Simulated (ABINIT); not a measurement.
Planning a run of ABINIT 10.8.3 on Selenium (P3_121, 3 atoms a cell). The input:

```
acell 3*1.0 Angstrom
rprim 
  4.366199999998 0.000000000000 0.000000000000
  -2.183099999999 3.781240118002 0.000000000000
  0.000000000000 0.000000000000 4.953600000000
ntypat 1
znucl 34
natom 3
typat 1 1 1
xred 
  0.225400000000 -0.000000000000 0.333333333333
  -0.000000000000 0.225400000000 0.666666666667
  0.774600000000 0.774600000000 0.000000000000
pp_dirpath "pseudos"
pseudos "Se.upf"
ecut 48
ngkpt 3 3 2
nshiftk 1
shiftk 0 0 0
kptopt 1
chksymbreak 0
istwfk *1
occopt 1
irdwfk 1
optdriver 4
nband 149
gwcalctyp 1
ecutsigx 48
symsigma 1
nkptgw 2
kptgw 
  0.3333333333 0.3333333333 0.5000000000
  0.0000000000 0.0000000000 0.0000000000
bdgw 
  35 39
  34 38
ecuteps 5.6
irdscr 1
nomegasi 12
omegasimax 25 eV
indata_prefix "in"
outdata_prefix "out"
tmpdata_prefix "tmp"
```

```sh
OMP_NUM_THREADS=1 mpirun -n 4 abinit run.abi > log
```

**Question.** Estimate wall time and host memory on 4 MPI ranks of Intel Xeon Platinum 8259CL at 2.50GHz (Skylake/Cascade Lake), shared host.

It took 42 s; on shared hardware allow 21 s to 85 s. Peak host memory was 1.7 GiB.

[Paths, hosts, dates, memory and timing lines, banners, echoed tables and standing remarks are left out of the program output.]

[Logs are printed without paths, hosts, clocks, repeated set-up lines and the standing remarks that a program may print on its own settings, such as how far it seeks lower states.]

[Runs of the session that timed out or met a known fault of the program may be left out.]

[Hosts, paths, dates, database ids (printed as entryN), source tags and the programs' standing remarks are cut or masked in the printed files.]

[G0W0 gaps are taken among the corrected bands and points alone; a level outside them can change the order at an edge.]

[Where Ansatz stands beside ABINIT at settings called matched, ABINIT's density can come from a denser mesh and the files from another edition; pairs whose starting gaps differed by over 0.03 eV were left out, so agreement reads better than it is.]
